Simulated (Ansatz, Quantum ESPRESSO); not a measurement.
**Ba3Si (Pm-3m): zone-centre phonons**

Wanted: the vibrations of Ba3Si (Pm-3m) at Γ, by two programs.

Main program and level: Quantum ESPRESSO 7.5; DFT PBE, scalar-relativistic, plane waves, PseudoDojo norm-conserving pseudopotentials.

The structure was built from a prototype and need not be the compound's stable phase.

### Step 1. Starting point

The structure is cubic, space group Pm-3m (No. 221). The conventional cell has a = 5.807 Å, b = 5.807 Å, c = 5.807 Å, α = 90.00°, β = 90.00°, γ = 90.00°. Nearest to Si lie 12 Ba at 4.11 Å. Ba has 8 Ba at 4.11 Å and 4 Si at 4.11 Å nearest. Farther neighbours are not listed.

### Step 2. A probe with smearing

Before anything dear is run, a loose run with smearing shows whether this is a metal and how far the cell is from rest.

Input file probe.in:

```
 &control
    calculation='scf',
    prefix='x',
    outdir='./tmp',
    pseudo_dir='./pseudo',
    tprnfor=.true.,
    tstress=.true.,
    verbosity='high',
 /
 &system
    ibrav=1,
    celldm(1)=10.97402639,
    nat=4,
    ntyp=2,
    ecutwfc=57.0,
    occupations='smearing',
    smearing='gaussian',
    degauss=0.01,
 /
 &electrons
    conv_thr=1.0d-07,
    mixing_beta=0.7,
    electron_maxstep=100,
 /
ATOMIC_SPECIES
 Si     28.0850  Si.upf
 Ba    137.3270  Ba.upf
ATOMIC_POSITIONS crystal
 Si     0.000000000   0.000000000   0.000000000
 Ba     0.000000000   0.500000000   0.500000000
 Ba     0.500000000   0.000000000   0.500000000
 Ba     0.500000000   0.500000000   0.000000000
K_POINTS automatic
 4 4 4 0 0 0
```

The run is started by

```console
$ OMP_NUM_THREADS=1 mpirun -n 4 pw.x -nk 4 -in probe.in > probe.out
```

The log of the run:

```text
[banners, grids, parts of the stress and lines that vanish by symmetry left out]
Program PWSCF v.7.5
     bravais-lattice index     =            1
     lattice parameter (alat)  =      10.9740  a.u.
[...]
kinetic-energy cutoff     =      57.0000  Ry
     charge density cutoff     =     228.0000  Ry
     scf convergence threshold =      1.0E-07
[...]
Exchange-correlation= PBE
                           (   1   4   3   4   0   0   0)
[...]
48 Sym. Ops., with inversion, found
[...]
(     0          1          0      )
                  (     0          0          1      )
[...]
(  0.0000000  1.0000000  0.0000000 )
                  (  0.0000000  0.0000000  1.0000000 )
[...]
(     0         -1          0      )
                  (     0          0          1      )
[...]
( -1.0000000  0.0000000  0.0000000 )
                  (  0.0000000  1.0000000  0.0000000 )
[...]
number of k points=    10  Gaussian smearing, width (Ry)=  0.0100
[...]
c_bands:  1 eigenvalues not converged
[...]
End of self-consistent calculation
[...]
the Fermi energy is     6.3047 ev
!    total energy              =    -176.43373006 Ry
[...]
convergence has been achieved in   8 iterations
[...]
atom    1 type  1   force =     0.00000000    0.00000000    0.00000000
     atom    2 type  2   force =     0.00000000    0.00000000    0.00000000
     atom    3 type  2   force =     0.00000000    0.00000000    0.00000000
     atom    4 type  2   force =     0.00000000    0.00000000    0.00000000
[...]
Total force =     0.000000     Total SCF correction =     0.000000
[...]
total   stress  (Ry/bohr**3)                   (kbar)     P=      -26.93
[...]
XML data file, charge density, pseudopotentials, collected wavefunctions

   JOB DONE.
```

It took 12 s on 4 MPI ranks of Intel Xeon 6975P-C (Granite Rapids), shared host; 47 s of CPU time.

This step gave:

| Property | Result |
| --- | --- |
| volume per atom | 48.96 Å³ |
| pressure | -2.693 GPa |
| gap on the k-mesh | 0 eV |

No gap opens on this mesh, so smearing is kept; the start stands at -2.7 GPa.

### Step 3. Relaxation

The relaxation runs at a cutoff a fifth above that of the response, since stress converges more slowly with the basis than frequencies do. Forces and stress are brought to rest with tight thresholds.

Input file relax.in:

```
 &control
    calculation='vc-relax',
    prefix='x',
    outdir='./tmp',
    pseudo_dir='./pseudo',
    tprnfor=.true.,
    tstress=.true.,
    forc_conv_thr=2.0d-05,
    etot_conv_thr=1.0d-07,
    nstep=40,
 /
 &system
    ibrav=1,
    celldm(1)=10.97402639,
    nat=4,
    ntyp=2,
    ecutwfc=68,
    occupations='smearing',
    smearing='mv',
    degauss=0.02,
 /
 &electrons
    conv_thr=1.0d-11,
    mixing_beta=0.7,
    electron_maxstep=100,
 /
 &ions
 /
 &cell
    press_conv_thr=0.2,
 /
ATOMIC_SPECIES
 Si     28.0850  Si.upf
 Ba    137.3270  Ba.upf
ATOMIC_POSITIONS crystal
 Si     0.000000000   0.000000000   0.000000000
 Ba     0.000000000   0.500000000   0.500000000
 Ba     0.500000000   0.000000000   0.500000000
 Ba     0.500000000   0.500000000   0.000000000
K_POINTS automatic
 6 6 6 0 0 0
```

The run is started by

```console
$ OMP_NUM_THREADS=1 mpirun -n 4 pw.x -nk 4 -in relax.in > relax.out
```

The log of the run:

```text
[banners, grids, parts of the stress and lines that vanish by symmetry left out]
[banner, memory and clock lines left out]
Program PWSCF v.7.5

[...]
kinetic-energy cutoff     =      68.0000  Ry
     charge density cutoff     =     272.0000  Ry
     scf convergence threshold =      1.0E-11
[...]
energy convergence thresh.=      1.0E-07
     force convergence thresh. =      2.0E-05
     press convergence thresh. =      2.0E-01
     Exchange-correlation= PBE
                           (   1   4   3   4   0   0   0)
[...]
48 Sym. Ops., with inversion, found
[...]
number of k points=    20  Marzari-Vanderbilt smearing, width (Ry)=  0.0200
[...]
c_bands:  1 eigenvalues not converged
     c_bands:  1 eigenvalues not converged
     c_bands:  2 eigenvalues not converged
[...]
c_bands:  2 eigenvalues not converged
[...]
End of self-consistent calculation
[...]
the Fermi energy is     6.1964 ev
!    total energy              =    -176.43155708 Ry
[...]
convergence has been achieved in  12 iterations
[...]
atom    1 type  1   force =     0.00000000    0.00000000    0.00000000
     atom    2 type  2   force =     0.00000000    0.00000000    0.00000000
     atom    3 type  2   force =     0.00000000    0.00000000    0.00000000
     atom    4 type  2   force =     0.00000000    0.00000000    0.00000000
     Total force =     0.000000     Total SCF correction =     0.000000
[...]
total   stress  (Ry/bohr**3)                   (kbar)     P=      -27.49
[...]
number of bfgs steps    =   0
[...]
CELL_PARAMETERS (alat= 10.97402639)
[...]
ATOMIC_POSITIONS (crystal)
Si               0.0000000000        0.0000000000        0.0000000000
Ba               0.0000000000        0.5000000000        0.5000000000
Ba               0.5000000000        0.0000000000        0.5000000000
Ba               0.5000000000        0.5000000000        0.0000000000
[...]
New effective cutoffs (rho, wfc):  274.32   68.63
[...]
End of self-consistent calculation
[...]
the Fermi energy is     6.3201 ev
!    total energy              =    -176.43494206 Ry
[...]
convergence has been achieved in  17 iterations
[...]
atom    1 type  1   force =     0.00000000    0.00000000    0.00000000
     atom    2 type  2   force =     0.00000000    0.00000000    0.00000000
     atom    3 type  2   force =     0.00000000    0.00000000    0.00000000
     atom    4 type  2   force =     0.00000000    0.00000000    0.00000000
     Total force =     0.000000     Total SCF correction =     0.000000
[...]
total   stress  (Ry/bohr**3)                   (kbar)     P=      -26.48
[...]
number of bfgs steps    =   1
[...]
WARNING: bfgs curvature condition failed, Theta= 0.838
[...]
CELL_PARAMETERS (alat= 10.97402639)
[...]
ATOMIC_POSITIONS (crystal)
[...]
New effective cutoffs (rho, wfc):  278.22   69.61
[...]
End of self-consistent calculation
[...]
the Fermi energy is     6.5092 ev
!    total energy              =    -176.43971014 Ry
[...]
convergence has been achieved in   9 iterations
[...]
atom    1 type  1   force =     0.00000000    0.00000000    0.00000000
     atom    2 type  2   force =     0.00000000    0.00000000    0.00000000
     atom    3 type  2   force =     0.00000000    0.00000000    0.00000000
[...]
number of bfgs steps    =   4
[...]
New effective cutoffs (rho, wfc):  308.62   77.22
[...]
the Fermi energy is     7.9708 ev
!    total energy              =    -176.46073241 Ry
[...]
convergence has been achieved in  13 iterations
[...]
Total force =     0.000000     Total SCF correction =     0.000000
[...]
total   stress  (Ry/bohr**3)                   (kbar)     P=       -6.37
[...]
number of bfgs steps    =   5
[...]
New effective cutoffs (rho, wfc):  317.66   79.48
[...]
the Fermi energy is     8.4024 ev
!    total energy              =    -176.46158154 Ry
[...]
convergence has been achieved in  10 iterations
[...]
Total force =     0.000000     Total SCF correction =     0.000000
[...]
total   stress  (Ry/bohr**3)                   (kbar)     P=        1.25
[...]
number of bfgs steps    =   6
[...]
New effective cutoffs (rho, wfc):  316.19   79.11
[...]
the Fermi energy is     8.3320 ev
!    total energy              =    -176.46161072 Ry
[...]
convergence has been achieved in  10 iterations
[...]
Total force =     0.000000     Total SCF correction =     0.000000
[...]
total   stress  (Ry/bohr**3)                   (kbar)     P=       -0.07
[...]
number of bfgs steps    =   7
[...]
CELL_PARAMETERS (alat= 10.97402639)
[...]
ATOMIC_POSITIONS (crystal)
[...]
New effective cutoffs (rho, wfc):  316.26   79.13
[...]
End of self-consistent calculation
[...]
the Fermi energy is     8.3357 ev
!    total energy              =    -176.46161082 Ry
[...]
convergence has been achieved in   7 iterations
[...]
atom    1 type  1   force =     0.00000000    0.00000000    0.00000000
     atom    2 type  2   force =     0.00000000    0.00000000    0.00000000
     atom    3 type  2   force =     0.00000000    0.00000000    0.00000000
     atom    4 type  2   force =     0.00000000    0.00000000    0.00000000
     Total force =     0.000000     Total SCF correction =     0.000000
[...]
total   stress  (Ry/bohr**3)                   (kbar)     P=       -0.00
[...]
bfgs converged in   9 scf cycles and   8 bfgs steps
[...]
End of BFGS Geometry Optimization
     Final enthalpy           =    -176.4616108155 Ry
     File ./tmp/x.bfgs deleted, as requested
[...]
CELL_PARAMETERS (alat= 10.97402639)
[...]
ATOMIC_POSITIONS (crystal)
[...]
Ba               0.5000000000        0.0000000000        0.5000000000
Ba               0.5000000000        0.5000000000        0.0000000000
[...]
Final scf calculation at the relaxed structure.
[...]
kinetic-energy cutoff     =      68.0000  Ry
     charge density cutoff     =     272.0000  Ry
     scf convergence threshold =      1.0E-13
[...]
press convergence thresh. =      2.0E-01
     Exchange-correlation= PBE
                           (   1   4   3   4   0   0   0)
[...]
48 Sym. Ops., with inversion, found
[...]
number of k points=    20  Marzari-Vanderbilt smearing, width (Ry)=  0.0200
[...]
c_bands:  1 eigenvalues not converged
[...]
c_bands:  1 eigenvalues not converged
[...]
End of self-consistent calculation
[...]
the Fermi energy is     8.3357 ev
!    total energy              =    -176.46157259 Ry
[...]
convergence has been achieved in  24 iterations
[...]
atom    1 type  1   force =     0.00000000    0.00000000    0.00000000
     atom    2 type  2   force =     0.00000000    0.00000000    0.00000000
     atom    3 type  2   force =     0.00000000    0.00000000    0.00000000
     atom    4 type  2   force =     0.00000000    0.00000000    0.00000000
     Total force =     0.000000     Total SCF correction =     0.000000
[...]
total   stress  (Ry/bohr**3)                   (kbar)     P=       -0.00
[...]
XML data file, charge density, pseudopotentials, collected wavefunctions
```

Run time: 4.3 min. Hardware: 4 MPI ranks; 17 min of CPU time.

The steps of the relaxation:

```csv
step,energy less that of the first step (eV),largest force (eV/Å),pressure (GPa),volume (Å³)
1,0.0000,0.0000,-2.75,195.84
2,-0.0461,0.0000,-2.65,193.11
3,-0.1109,0.0000,-2.48,189.06
4,-0.1981,0.0000,-2.19,183.09
5,-0.3039,0.0000,-1.67,174.37
6,-0.3970,0.0000,-0.64,161.82
7,-0.4085,0.0000,0.12,154.96
8,-0.4089,0.0000,-0.01,156.05
9,-0.4089,0.0000,0.00,155.99
10,-0.4084,0.0000,0.00,155.99
```

```csv
"conventional cell, symmetrised",before,after,change
a (Å),5.807,5.383,-7.3 %
b (Å),5.807,5.383,-7.3 %
c (Å),5.807,5.383,-7.3 %
volume (Å³/atom),48.96,39.00,-20.3 %
```

Final coordinates:

```
CELL_PARAMETERS angstrom
5.38312 0.00000 0.00000
0.00000 5.38312 0.00000
0.00000 0.00000 5.38312
ATOMIC_POSITIONS crystal
Si 0.00000 0.00000 0.00000
Ba 0.00000 0.50000 0.50000
Ba 0.50000 0.00000 0.50000
Ba 0.50000 0.50000 0.00000
```

The last row of the table of steps is pw.x's closing run on a basis chosen anew for the final cell, so its energy can jump.

This step gave:

* volume per atom: 39.00 Å³
* pressure: 0 GPa

The volume changes by -20.3 % from the cell with which this run began.

### Step 4. Ground state

Perturbation theory inherits every error of the wavefunctions, so the threshold is set near the limit of the arithmetic. Smearing stays on, as the first look found no gap above 0.3 eV.

Input file scf.in:

```
 &control
    calculation='scf',
    prefix='x',
    outdir='./tmp',
    pseudo_dir='./pseudo',
    tprnfor=.true.,
    tstress=.true.,
 /
 &system
    ibrav=1,
    celldm(1)=10.17262922,
    nat=4,
    ntyp=2,
    ecutwfc=57.0,
    occupations='smearing',
    smearing='mv',
    degauss=0.02,
 /
 &electrons
    conv_thr=1.0d-12,
    mixing_beta=0.7,
    electron_maxstep=100,
 /
ATOMIC_SPECIES
 Si     28.0850  Si.upf
 Ba    137.3270  Ba.upf
ATOMIC_POSITIONS crystal
 Si     0.000000000   0.000000000   0.000000000
 Ba     0.000000000   0.500000000   0.500000000
 Ba     0.500000000   0.000000000   0.500000000
 Ba     0.500000000   0.500000000   0.000000000
K_POINTS automatic
 6 6 6 0 0 0
```

The run is started by

```console
$ OMP_NUM_THREADS=1 mpirun -n 4 pw.x -nk 4 -in scf.in > scf.out
```

The log of the run:

```text
[banners, grids, parts of the stress and lines that vanish by symmetry left out]
[banner, memory and clock lines left out]
Program PWSCF v.7.5

[...]
kinetic-energy cutoff     =      57.0000  Ry
     charge density cutoff     =     228.0000  Ry
     scf convergence threshold =      1.0E-12
[...]
Exchange-correlation= PBE
                           (   1   4   3   4   0   0   0)
[...]
48 Sym. Ops., with inversion, found
[...]
number of k points=    20  Marzari-Vanderbilt smearing, width (Ry)=  0.0200
[...]
c_bands:  1 eigenvalues not converged
[...]
c_bands:  1 eigenvalues not converged
[...]
c_bands:  1 eigenvalues not converged
[...]
End of self-consistent calculation
[...]
the Fermi energy is     8.3357 ev
!    total energy              =    -176.46155353 Ry
[...]
convergence has been achieved in  15 iterations
[...]
atom    1 type  1   force =     0.00000000    0.00000000    0.00000000
     atom    2 type  2   force =     0.00000000    0.00000000    0.00000000
     atom    3 type  2   force =     0.00000000    0.00000000    0.00000000
     atom    4 type  2   force =     0.00000000    0.00000000    0.00000000
     Total force =     0.000000     Total SCF correction =     0.000000
[...]
total   stress  (Ry/bohr**3)                   (kbar)     P=        0.00
[...]
XML data file, charge density, pseudopotentials, collected wavefunctions
```

It took 22 s on 4 MPI ranks.

The cell stands at 0 GPa, close enough for phonons.

[end of part 1 of 3]

[Host names and launcher messages were left out of these logs when they were recorded.]

[Logs are printed without paths, hosts, clocks, repeated set-up lines and the standing remarks that a program may print on its own settings, such as how far it seeks lower states.]

[Hosts, paths, dates, database ids (printed as entryN), source tags and the programs' standing remarks are cut or masked in the printed files.]
